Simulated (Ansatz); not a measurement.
# Sn wire along [111], 38 atoms a period, H-terminated: bands by functional and under strain, part 2 of 3

Aim: is the Sn wire along [111], 38 atoms a period, H-terminated a metal or a semiconductor?

Ansatz 0.2.0; DFT PBE, plane waves, PAW; relaxation of a wire's period; PAW set soft_1 (the session's first sound run).

So far. Step 2 (Relaxing the period): The cell's length comes to 11.531 Å with spin left out.

### 3. The wire at its relaxed period

This step: DFT PBE, plane waves, PAW; bands of a perfect wire; PAW set soft_1 (Ansatz 0.2.0).

At the relaxed period the bands are computed along the axis; those that cross an energy going forward count the channels that a perfect wire would open there.

input.yaml

```yaml
crystal:
  lattice:
    - [19.062, 0.0, 0.0]
    - [0.0, 20.959, 0.0]
    - [0.0, 0.0, 11.5310475811]
  atoms:
    - { symbol: Sn, position: [0.256680768, 0.498786942, 0.001659406] }
    - { symbol: Sn, position: [0.379491462, 0.692269654, 0.001651858] }
    - { symbol: Sn, position: [0.5, 0.500001488, 0.999843737] }
    - { symbol: Sn, position: [0.620508538, 0.692269654, 0.001651858] }
    - { symbol: Sn, position: [0.256680768, 0.501213058, 0.248340594] }
    - { symbol: Sn, position: [0.379491462, 0.307730346, 0.248348142] }
    - { symbol: Sn, position: [0.377183617, 0.69105403, 0.248336032] }
    - { symbol: Sn, position: [0.5, 0.499998512, 0.250156263] }
    - { symbol: Sn, position: [0.620508538, 0.307730346, 0.248348142] }
    - { symbol: Sn, position: [0.622816383, 0.69105403, 0.248336032] }
    - { symbol: Sn, position: [0.743319232, 0.501213058, 0.248340594] }
    - { symbol: H, position: [0.181323083, 0.667324949, 0.283715369] }
    - { symbol: H, position: [0.5, 0.165320577, 0.283709196] }
    - { symbol: H, position: [0.818676917, 0.667324949, 0.283715369] }
    - { symbol: H, position: [0.181821649, 0.462049274, 0.297622195] }
    - { symbol: H, position: [0.304762866, 0.268366206, 0.297643454] }
    - { symbol: H, position: [0.37706143, 0.769593131, 0.297647988] }
    - { symbol: H, position: [0.62293857, 0.769593131, 0.297647988] }
    - { symbol: H, position: [0.695237134, 0.268366206, 0.297643454] }
    - { symbol: H, position: [0.818178351, 0.462049274, 0.297622195] }
    - { symbol: Sn, position: [0.255946971, 0.628155871, 0.334406886] }
    - { symbol: Sn, position: [0.377368128, 0.435599802, 0.333632703] }
    - { symbol: Sn, position: [0.5, 0.628789849, 0.333627413] }
    - { symbol: Sn, position: [0.5, 0.243677657, 0.334412152] }
    - { symbol: Sn, position: [0.622631872, 0.435599802, 0.333632703] }
    - { symbol: Sn, position: [0.744053029, 0.628155871, 0.334406886] }
    - { symbol: Sn, position: [0.256158648, 0.628044506, 0.580584692] }
    - { symbol: Sn, position: [0.377580298, 0.435716949, 0.582967183] }
    - { symbol: Sn, position: [0.5, 0.628565841, 0.58296375] }
    - { symbol: Sn, position: [0.5, 0.243913078, 0.580593539] }
    - { symbol: Sn, position: [0.622419702, 0.435716949, 0.582967183] }
    - { symbol: Sn, position: [0.743841352, 0.628044506, 0.580584692] }
    - { symbol: H, position: [0.180815345, 0.409067324, 0.618977449] }
    - { symbol: H, position: [0.253833689, 0.294057222, 0.618962406] }
    - { symbol: H, position: [0.426990202, 0.796867073, 0.618938116] }
    - { symbol: H, position: [0.573009798, 0.796867073, 0.618938116] }
    - { symbol: H, position: [0.746166311, 0.294057222, 0.618962406] }
    - { symbol: H, position: [0.819184655, 0.409067324, 0.618977449] }
    - { symbol: H, position: [0.180815345, 0.590932676, 0.631022551] }
    - { symbol: H, position: [0.253833689, 0.705942778, 0.631037594] }
    - { symbol: H, position: [0.426990202, 0.203132927, 0.631061884] }
    - { symbol: H, position: [0.573009798, 0.203132927, 0.631061884] }
    - { symbol: H, position: [0.746166311, 0.705942778, 0.631037594] }
    - { symbol: H, position: [0.819184655, 0.590932676, 0.631022551] }
    - { symbol: Sn, position: [0.256158648, 0.371955494, 0.669415308] }
    - { symbol: Sn, position: [0.377580298, 0.564283051, 0.667032817] }
    - { symbol: Sn, position: [0.5, 0.371434159, 0.66703625] }
    - { symbol: Sn, position: [0.5, 0.756086922, 0.669406461] }
    - { symbol: Sn, position: [0.622419702, 0.564283051, 0.667032817] }
    - { symbol: Sn, position: [0.743841352, 0.371955494, 0.669415308] }
    - { symbol: Sn, position: [0.255946971, 0.371844129, 0.915593114] }
    - { symbol: Sn, position: [0.377368128, 0.564400198, 0.916367297] }
    - { symbol: Sn, position: [0.5, 0.371210151, 0.916372587] }
    - { symbol: Sn, position: [0.5, 0.756322343, 0.915587848] }
    - { symbol: Sn, position: [0.622631872, 0.564400198, 0.916367297] }
    - { symbol: Sn, position: [0.744053029, 0.371844129, 0.915593114] }
    - { symbol: H, position: [0.181821649, 0.537950726, 0.952377805] }
    - { symbol: H, position: [0.304762866, 0.731633794, 0.952356546] }
    - { symbol: H, position: [0.37706143, 0.230406869, 0.952352012] }
    - { symbol: H, position: [0.62293857, 0.230406869, 0.952352012] }
    - { symbol: H, position: [0.695237134, 0.731633794, 0.952356546] }
    - { symbol: H, position: [0.818178351, 0.537950726, 0.952377805] }
    - { symbol: H, position: [0.181323083, 0.332675051, 0.966284631] }
    - { symbol: H, position: [0.5, 0.834679423, 0.966290804] }
    - { symbol: H, position: [0.818676917, 0.332675051, 0.966284631] }
    - { symbol: Sn, position: [0.377183617, 0.30894597, 0.001663968] }
    - { symbol: Sn, position: [0.622816383, 0.30894597, 0.001663968] }
    - { symbol: Sn, position: [0.743319232, 0.498786942, 0.001659406] }
kpoints:
  mp_grid: { grid: [1, 1, 7] }
  band_path: { path: ["Γ", Z], npoints: 90 }
scf:
  occupations: { method: fermi_dirac, width: 0.05 }
hamiltonian:
  xc: pbe
  pseudopotentials: { kind: paw, azcp: { folder: soft_1 } }
output:
  dos: { e_range: [-5, 4] }
  write_potential: true
  write_density: true
  volumetric_format: npy
```

The run is started by

```sh
> ansatz run input.yaml --threads 16 --pin off --max-ram 61440MiB --backend cuda --events-out ev --progress --plain --runs-dir out --max-vram 78GiB
```

Numbers of over 12 decimals in the logs are rounded to 6 here.

What it wrote:

```text
[...]
Crystal: 68 atoms, lattice volume = 4606.889 Å³
Basis set: ecut = 420 eV, 89919 PW (Γ)
Bands: 349, of which v1, the nominal top of the filled ones, is band 281 counted from 1 (280 counted from 0)
Symmetry: 4 space group operations
[...]
k-points: 4 of 7
[...]
SCF iter   1: F=—  HF=-229394.775753 eV  |F-HF|=—  |Δ(HF+E_count)|=         —  Δρ=2.56e-2  dr2=3.16e1  ethr=3.10e-3  ⟨swp⟩=6.8  Hψ=6371  notcnv=0  defer=85
[...]
SCF iter   6: F=—  HF=-229386.016517 eV  |F-HF|=—  |Δ(HF+E_count)|=   1.00e-2  Δρ=1.55e-4  dr2=2.51e-3  ethr=1.97e-6  ⟨swp⟩=2.0  Hψ=1544  notcnv=0  defer=211
[...]
SCF iter   9: F=—  HF=-229386.017507 eV  |F-HF|=—  |Δ(HF+E_count)|=   9.02e-4  Δρ=7.76e-6  dr2=5.80e-6  ethr=4.67e-9  ⟨swp⟩=3.0  Hψ=2848  notcnv=0  defer=211
[...]
SCF iter  11: F=-229386.017512 eV  HF=-229386.017512 eV  |F-HF|=6.34e-9  |Δ(HF+E_count)|=   1.02e-6  Δρ=7.79e-7  dr2=6.07e-8  ethr=1.78e-11  ⟨swp⟩=16.2  Hψ=7529  notcnv=0
SCF 1 converged in 11 iterations: F = -229386.017512 eV  dr2 = 6.07e-8
[...]
NSCF: frozen V_eff on 91 k-points
[...]
SCF converged after 11 iterations
[...]
```

Wall time 49 s (1 × NVIDIA GB200 with 16 threads of Arm Neoverse V2, shared host); peak memory 3.7 GiB.

The column dr2 measures how far the density is from self-consistency, as an energy; F and HF (Harris–Foulkes) agree once it is small.

Numbers from this step:

- band gap: 1.131 eV

The electronic bands at the labelled points (eV, zero at the Fermi level; v1 is the highest filled band, c1 the lowest empty one):

| point | v4 | v3 | v2 | v1 | c1 | c2 | c3 | c4 |
| --- | --- | --- | --- | --- | --- | --- | --- | --- |
| Γ | -1.18 | -1.12 | -1.12 | -0.56 | 0.57 | 1.22 | 1.22 | 1.39 |
| halfway | -1.31 | -1.03 | -1.03 | -1.02 | 0.87 | 0.98 | 0.98 | 1.13 |
| Z | -1.24 | -1.24 | -1.14 | -1.14 | 0.81 | 0.91 | 0.91 | 1.26 |

The gap is 1.13 eV, with spin left out.

On this path the gap is direct, 1.13 eV, with the valence top at Γ and the conduction bottom at Γ.

### 4. Another level of theory, cutoff 500 eV, k-mesh 1×1×6

This step: DFT r2SCAN, plane waves, PAW; bands of a perfect wire at the PBE geometry; PAW set soft_1 (Ansatz 0.2.0).

The atoms stay at the PBE geometry and the functional changes. r2SCAN also reads the kinetic-energy density; it often gives larger moments and wider gaps than PBE, at a higher cost. Against the first PBE run of this kind, the cutoff is 500 eV against 420 and the mesh along the wire has 6 points against 7.

input.yaml: that of step 3 with these lines changed.

```diff
@@ -75,3 +75,3 @@
 kpoints:
-  mp_grid: { grid: [1, 1, 7] }
+  mp_grid: { grid: [1, 1, 6] }
   band_path: { path: ["Γ", Z], npoints: 90 }
@@ -80,8 +80,3 @@
 hamiltonian:
-  xc: pbe
+  xc: r2scan
   pseudopotentials: { kind: paw, azcp: { folder: soft_1 } }
-output:
-  dos: { e_range: [-5, 4] }
-  write_potential: true
-  write_density: true
-  volumetric_format: npy
```

What it wrote:

```text
[...]
Crystal: 68 atoms, lattice volume = 4606.889 Å³
Basis set: ecut = 500 eV, 116899 PW (Γ), exchange–correlation on 576×640×360 points (64 copies of the dense FFT grid, shifted against one another)
Bands: 349, of which v1, the nominal top of the filled ones, is band 281 counted from 1 (280 counted from 0)
Symmetry: 4 space group operations
[...]
k-points: 4 of 6
[...]
SCF iter   1: F=—  HF=-229940.103828 eV  |F-HF|=—  |Δ(HF+E_count)|=         —  Δρ=2.45e-2  dr2=2.83e1  dr2_τ=2.29e-1  ethr=3.10e-3  ⟨swp⟩=7.0  Hψ=5667  notcnv=0  defer=76
[...]
SCF iter   6: F=—  HF=-229935.375811 eV  |F-HF|=—  |Δ(HF+E_count)|=   1.77e-2  Δρ=1.60e-4  dr2=1.58e-3  dr2_τ=3.30e-5  ethr=1.53e-6  ⟨swp⟩=3.0  Hψ=2506  notcnv=0  defer=221
[...]
SCF iter   9: F=—  HF=-229935.380170 eV  |F-HF|=—  |Δ(HF+E_count)|=   2.40e-3  Δρ=8.05e-6  dr2=6.36e-6  dr2_τ=1.59e-7  ethr=5.01e-9  ⟨swp⟩=2.5  Hψ=2413  notcnv=0  defer=221
[...]
SCF iter  11: F=-229935.380178 eV  HF=-229935.380178 eV  |F-HF|=8.28e-8  |Δ(HF+E_count)|=   1.47e-6  Δρ=7.68e-7  dr2=6.08e-8  dr2_τ=1.23e-9  ethr=1.78e-11  ⟨swp⟩=18.2  Hψ=7433  notcnv=0
SCF 1 converged in 11 iterations: F = -229935.380178 eV  dr2 = 6.08e-8
[...]
the band table was solved once the SCF had ended and its energy, with any forces and stress, was formed, with the checks that follow a solve (5658 applications of the Hamiltonian). They found nothing against the state; the energy, forces and stress were not computed again (output.eigenvalues in the input reference)
[...]
SCF converged after 11 iterations
[...]
```

Elapsed: 44 s, on 1 × NVIDIA GB200 with 16 threads; peak memory 7.3 GiB.

This step gave:

| Quantity | Value |
| --- | --- |
| band gap | 1.429 eV |

The electronic bands at the labelled points (eV, zero at the Fermi level; v1 is the highest filled band, c1 the lowest empty one):

| point | v4 | v3 | v2 | v1 | c1 | c2 | c3 | c4 |
| --- | --- | --- | --- | --- | --- | --- | --- | --- |
| Γ | -1.36 | -1.29 | -1.29 | -0.71 | 0.72 | 1.34 | 1.34 | 1.47 |
| halfway | -1.51 | -1.21 | -1.21 | -1.18 | 1.00 | 1.09 | 1.09 | 1.25 |
| Z | -1.43 | -1.43 | -1.33 | -1.33 | 0.92 | 1.01 | 1.01 | 1.38 |

The gap is 1.43 eV, against 1.13 eV under PBE at the relaxed period.

### 5. At a strained period, period over the relaxed period 1.03

This step: DFT PBE, plane waves, PAW; relaxation at a fixed period; PAW set soft_1 (Ansatz 0.2.0).

The period is set to 1.03 times the relaxed one and the atoms relax within it: strain changes bond lengths and angles, which shifts the bands against each other. Against the first PBE run of this kind, the mesh along the wire has 6 points against 7.

The cell differs from the one that the last finished run ended in (c 11.531 → 11.877 Å).

input.yaml: that of step 4 with these lines changed.

```diff
@@ -4,3 +4,3 @@
     - [0.0, 20.959, 0.0]
-    - [0.0, 0.0, 11.5310475811]
+    - [0.0, 0.0, 11.8769790086]
   atoms:
@@ -80,3 +80,8 @@
 hamiltonian:
-  xc: r2scan
+  xc: pbe
   pseudopotentials: { kind: paw, azcp: { folder: soft_1 } }
+relax:
+  max_steps: 40
+  f_tol: 0.02
+output:
+  stress: true
```

What it wrote:

```text
Warning: output.stress: scf.convergence.dr2_threshold = 1e-7 eV (the SCF's general default) is looser than the 6.8e-9 eV advised for a printed stress (1e-10 eV for each atom of the cell: 68). What an SCF threshold leaves in a stress goes as its square root, and in the free energy as the threshold itself, and one threshold admits the most on a small cell: [figures from the program's tests cut] Every solve of this run answers to scf.convergence.dr2_threshold,  [...]
[...]
Crystal: 68 atoms, lattice volume = 4745.096 Å³
Basis set: ecut = 420 eV, 92727 PW (Γ), exchange–correlation on 256×288×160 points (8 copies of the dense FFT grid, shifted against one another)
Bands: 349, of which v1, the nominal top of the filled ones, is band 281 counted from 1 (280 counted from 0)
Symmetry: 4 space group operations
[...]
k-points: 4 of 6
[...]
SCF iter   1: F=—  HF=-229394.454390 eV  |F-HF|=—  |Δ(HF+E_count)|=         —  Δρ=2.52e-2  dr2=3.19e1  ethr=3.10e-3  ⟨swp⟩=6.8  Hψ=6269  notcnv=0  defer=81
[...]
SCF iter   2: F=—  HF=-229387.037089 eV  |F-HF|=—  |Δ(HF+E_count)|=    7.42e0  Δρ=9.47e-3  dr2=6.81e0  ethr=3.10e-3  ⟨swp⟩=3.2  Hψ=1976  notcnv=0  defer=225
[...]
SCF iter   9: F=-229385.623645 eV  HF=-229385.623641 eV  |F-HF|=3.92e-6  |Δ(HF+E_count)|=   5.00e-5  Δρ=7.68e-6  dr2=5.84e-6  ethr=1.78e-9  ⟨swp⟩=5.0  Hψ=4450  notcnv=0
SCF 1 converged in 9 iterations: F = -229385.623645 eV  dr2 = 5.84e-6
[...]
relax step   1: F+E_penalty+E_count = -229385.62364518 eV  Δ(F+E_penalty+E_count) = +0.000e0 eV  max|allowed force component| = 2.570e-1 eV/Å  Δτ_max = 0.0000 Å  (9 SCF iters, dr2 threshold 1.00e-5 eV, accepted)
[...]
SCF 2 converged in 8 iterations: F = -229383.945653 eV  dr2 = 1.96e-6
[...]
relax step   2: F+E_penalty+E_count = -229383.94565338 eV  Δ(F+E_penalty+E_count) = +1.678e0 eV  max|allowed force component| = 2.139e0 eV/Å  Δτ_max = 0.1936 Å  (8 SCF iters, dr2 threshold 4.13e-6 eV, rejected (line search))
[...]
SCF 3 converged in 9 iterations: F = -229385.781556 eV  dr2 = 7.63e-8
[...]
relax step   3: F+E_penalty+E_count = -229385.78155617 eV  Δ(F+E_penalty+E_count) = -1.579e-1 eV  max|allowed force component| = 2.667e-1 eV/Å  Δτ_max = 0.0931 Å  (9 SCF iters, accepted)
[...]
relax step   4: F+E_penalty+E_count = -229385.82133343 eV  Δ(F+E_penalty+E_count) = -3.978e-2 eV  max|allowed force component| = 5.927e-2 eV/Å  Δτ_max = 0.0617 Å  (7 SCF iters, dr2 threshold 4.45e-6 eV, accepted)
[...]
SCF 5 converged in 8 iterations: F = -229385.829334 eV  dr2 = 1.58e-8
relax step   5: F+E_penalty+E_count = -229385.82933404 eV  Δ(F+E_penalty+E_count) = -8.001e-3 eV  max|allowed force component| = 3.893e-3 eV/Å  Δτ_max = 0.0309 Å  (8 SCF iters, accepted)
[...]
SCF converged after 8 iterations
[...]
- { symbol: Sn, position: [0.741115, 0.501128, 0.245755] }
    - { symbol: H, position: [0.182693, 0.666608, 0.290183] }
    - { symbol: H, position: [0.500000, 0.166757, 0.290183] }
    - { symbol: H, position: [0.817307, 0.666608, 0.290183] }
    - { symbol: H, position: [0.183192, 0.461642, 0.289521] }
    - { symbol: H, position: [0.305060, 0.269648, 0.289537] }
    - { symbol: H, position: [0.378133, 0.768720, 0.289534] }
    - { symbol: H, position: [0.621867, 0.768720, 0.289534] }
    - { symbol: H, position: [0.694940, 0.269648, 0.289537] }
    - { symbol: H, position: [0.816808, 0.461642, 0.289521] }
    - { symbol: Sn, position: [0.258133, 0.627008, 0.334432] }
    - { symbol: Sn, position: [0.377938, 0.435900, 0.335697] }
    - { symbol: Sn, position: [0.500000, 0.628192, 0.335691] }
    - { symbol: Sn, position: [0.500000, 0.245975, 0.334439] }
    - { symbol: Sn, position: [0.622062, 0.435900, 0.335697] }
    - { symbol: Sn, position: [0.741867, 0.627008, 0.334432] }
    - { symbol: Sn, position: [0.258715, 0.626704, 0.574610] }
    - { symbol: Sn, position: [0.378193, 0.436038, 0.581710] }
    - { symbol: Sn, position: [0.500000, 0.627924, 0.581706] }
    - { symbol: Sn, position: [0.500000, 0.246596, 0.574618] }
    - { symbol: Sn, position: [0.621807, 0.436038, 0.581710] }
    - { symbol: Sn, position: [0.741285, 0.626704, 0.574610] }
    - { symbol: H, position: [0.182265, 0.409635, 0.628834] }
    - { symbol: H, position: [0.255108, 0.294909, 0.628835] }
    - { symbol: H, position: [0.427168, 0.795443, 0.628815] }
    - { symbol: H, position: [0.572832, 0.795443, 0.628815] }
    - { symbol: H, position: [0.744892, 0.294909, 0.628835] }
    - { symbol: H, position: [0.817735, 0.409635, 0.628834] }
    - { symbol: H, position: [0.182265, 0.590365, 0.621166] }
    - { symbol: H, position: [0.255108, 0.705091, 0.621165] }
    - { symbol: H, position: [0.427168, 0.204557, 0.621185] }
    - { symbol: H, position: [0.572832, 0.204557, 0.621185] }
    - { symbol: H, position: [0.744892, 0.705091, 0.621165] }
    - { symbol: H, position: [0.817735, 0.590365, 0.621166] }
    - { symbol: Sn, position: [0.258715, 0.373296, 0.675390] }
    - { symbol: Sn, position: [0.378193, 0.563962, 0.668290] }
    - { symbol: Sn, position: [0.500000, 0.372076, 0.668294] }
    - { symbol: Sn, position: [0.500000, 0.753404, 0.675382] }
    - { symbol: Sn, position: [0.621807, 0.563962, 0.668290] }
    - { symbol: Sn, position: [0.741285, 0.373296, 0.675390] }
    - { symbol: Sn, position: [0.258133, 0.372992, 0.915568] }
    - { symbol: Sn, position: [0.377938, 0.564100, 0.914303] }
    - { symbol: Sn, position: [0.500000, 0.371808, 0.914309] }
    - { symbol: Sn, position: [0.500000, 0.754025, 0.915561] }
    - { symbol: Sn, position: [0.622062, 0.564100, 0.914303] }
    - { symbol: Sn, position: [0.741867, 0.372992, 0.915568] }
    - { symbol: H, position: [0.183192, 0.538358, 0.960479] }
    - { symbol: H, position: [0.305060, 0.730352, 0.960463] }
    - { symbol: H, position: [0.378133, 0.231280, 0.960466] }
    - { symbol: H, position: [0.621867, 0.231280, 0.960466] }
    - { symbol: H, position: [0.694940, 0.730352, 0.960463] }
    - { symbol: H, position: [0.816808, 0.538358, 0.960479] }
    - { symbol: H, position: [0.182693, 0.333392, 0.959817] }
    - { symbol: H, position: [0.500000, 0.833243, 0.959817] }
    - { symbol: H, position: [0.817307, 0.333392, 0.959817] }
    - { symbol: Sn, position: [0.378366, 0.310640, 0.00425044] }
    - { symbol: Sn, position: [0.621634, 0.310640, 0.00425044] }
    - { symbol: Sn, position: [0.741115, 0.498872, 0.00424468] }
```

Elapsed: 36 s, on 1 × NVIDIA GB200 with 16 threads; peak memory 2.6 GiB; 70 s of CPU time.

The steps of the relaxation:

| step | energy less that of the first step (eV) | largest force component (eV/Å) |
| --- | --- | --- |
| 1 | 0.0000 | 0.2570 |
| 2 | 1.6780 | 2.1391 |
| 3 | -0.1579 | 0.2667 |
| 4 | -0.1977 | 0.0593 |
| 5 | -0.2057 | 0.0039 |

Relaxation step 2 was tried and not accepted.

The run keeps the 4 symmetry operations that it works with, so distortions that break them were not tested.

The atoms that moved most (Å):

| atom | dx | dy | dz | length |
| --- | --- | --- | --- | --- |
| H36 | -0.003 | -0.030 | 0.117 | 0.121 |
| H35 | 0.003 | -0.030 | 0.117 | 0.121 |
| H42 | -0.003 | 0.030 | -0.117 | 0.121 |
| H41 | 0.003 | 0.030 | -0.117 | 0.121 |
| H43 | -0.024 | -0.018 | -0.117 | 0.121 |
| H40 | 0.024 | -0.018 | -0.117 | 0.121 |
| H37 | -0.024 | 0.018 | 0.117 | 0.121 |
| H34 | 0.024 | 0.018 | 0.117 | 0.121 |

This step gave:

* band gap: 0.9854 eV

The electronic bands at the labelled points (eV, zero at the Fermi level; v1 is the highest filled band, c1 the lowest empty one):

| point | v4 | v3 | v2 | v1 | c1 | c2 | c3 | c4 |
| --- | --- | --- | --- | --- | --- | --- | --- | --- |
| Γ | -1.01 | -0.99 | -0.99 | -0.49 | 0.49 | 1.19 | 1.19 | 1.41 |
| halfway | -1.08 | -1.00 | -0.89 | -0.89 | 0.88 | 0.99 | 0.99 | 1.17 |
| Z | -1.08 | -1.08 | -0.97 | -0.97 | 0.83 | 0.95 | 0.95 | 1.37 |

The gap is 0.985 eV, against 1.13 eV under PBE at the relaxed period.

[end of part 2 of 3]

[Logs are printed without paths, hosts, clocks, repeated set-up lines and the standing remarks that a program may print on its own settings, such as how far it seeks lower states.]

[Hosts, paths, dates, database ids (printed as entryN), source tags and the programs' standing remarks are cut or masked in the printed files.]
